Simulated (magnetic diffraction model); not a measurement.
## CrCuF3: the ordered moment from one line

Space group C2/m (no. 12), a = 7.0250 Å, b = 7.6530 Å, c = 5.1182 Å, β = 131.59°.

```csv
site,atom,x,y,z
4g,Cu,1/2,0.2579,0
2c,Cr,0,0,1/2
2d,Cr,1/2,0,1/2
4i,F,0.7177,0,0.4276
4h,F,1/2,0.2694,1/2
4i,F,0.7769,0,0.9711
```

The compound is invented for this exercise: a known structure type with other elements, its cell scaled to their sizes and not relaxed.

Only Cr is taken to order (form factors of Cr2+); orders and moment sizes are assumed, and not adapted to the symmetry. Radiation: neutrons of λ = 2.52 Å, 3° to 85°; isotropic B of 0.41 Å² (Cu), 0.44 Å² (Cr) and 0.68 Å² (F). The intensities are simulated: I ∝ L Σ (|F_N|² + |F_M⊥|²) for unpolarised neutrons, with F_M = 2.695 fm/μB × Σ f(s) S exp(2πi Q·r) exp(−B s²) at Q = H ± k (one set where k and −k are equivalent), only the part normal to Q counting and L = 1/(sin²θ cos θ). For collinear order S is the moment m, which repeats by lattice and centring translations R with the sign exp(−2πi k·R). Form factors are spin-only for 3d ions and dipole or tabulated for f ions, scattering lengths are Sears's of 1992, and absorption is left out. A label names one of the reflections at its angle. The strongest nuclear line in the range is 100, and lines under 0.2 are left out.

In a first state the assumed order is k = (0 0 0), collinear moments along [100], 3.31 μB on Cr; signs + at (0, 0, 1/2), + at (1/2, 0, 1/2), with this pattern:

```csv
2θ (°),index,nuclear,magnetic
33.82,(1 1 0),0.7,0.0
38.43,(0 0 1),0.4,18.3
38.45,(0 2 0),1.1,18.3
42.06,(2 0 -1),0.2,0.0
55.49,(0 2 1),10.8,12.9
57.32,(2 0 0),7.5,2.6
58.29,(2 2 -1),9.1,5.1
59.23,(2 0 -2),10.1,2.5
66.14,(1 1 1),2.6,0.0
66.61,(1 3 0),3.1,0.0
67.05,(1 3 -1),0.5,0.0
67.47,(1 1 -2),15.5,0.0
71.15,(2 2 0),100.0,3.6
71.17,(3 1 -1),5.6,0.0
72.46,(3 1 -2),5.8,0.0
72.86,(2 2 -2),85.0,3.4
```
(The table stops after 16 lines; 2 more lie at higher angle.)

**Question.** Nearer the ordering temperature the line at 38.43° has total intensity 2.0 on the same scale, and all moments have shrunk alike. How large is the Cr moment?

The nuclear part, 0.4, stays, so the magnetic part is 1.6 against 18.3. It goes as m², so m = 3.31 × √(1.6/18.3) = 0.98 μB; the value used was 0.99 μB.

[Logs are printed without paths, hosts, clocks, repeated set-up lines and the standing remarks that a program may print on its own settings, such as how far it seeks lower states.]
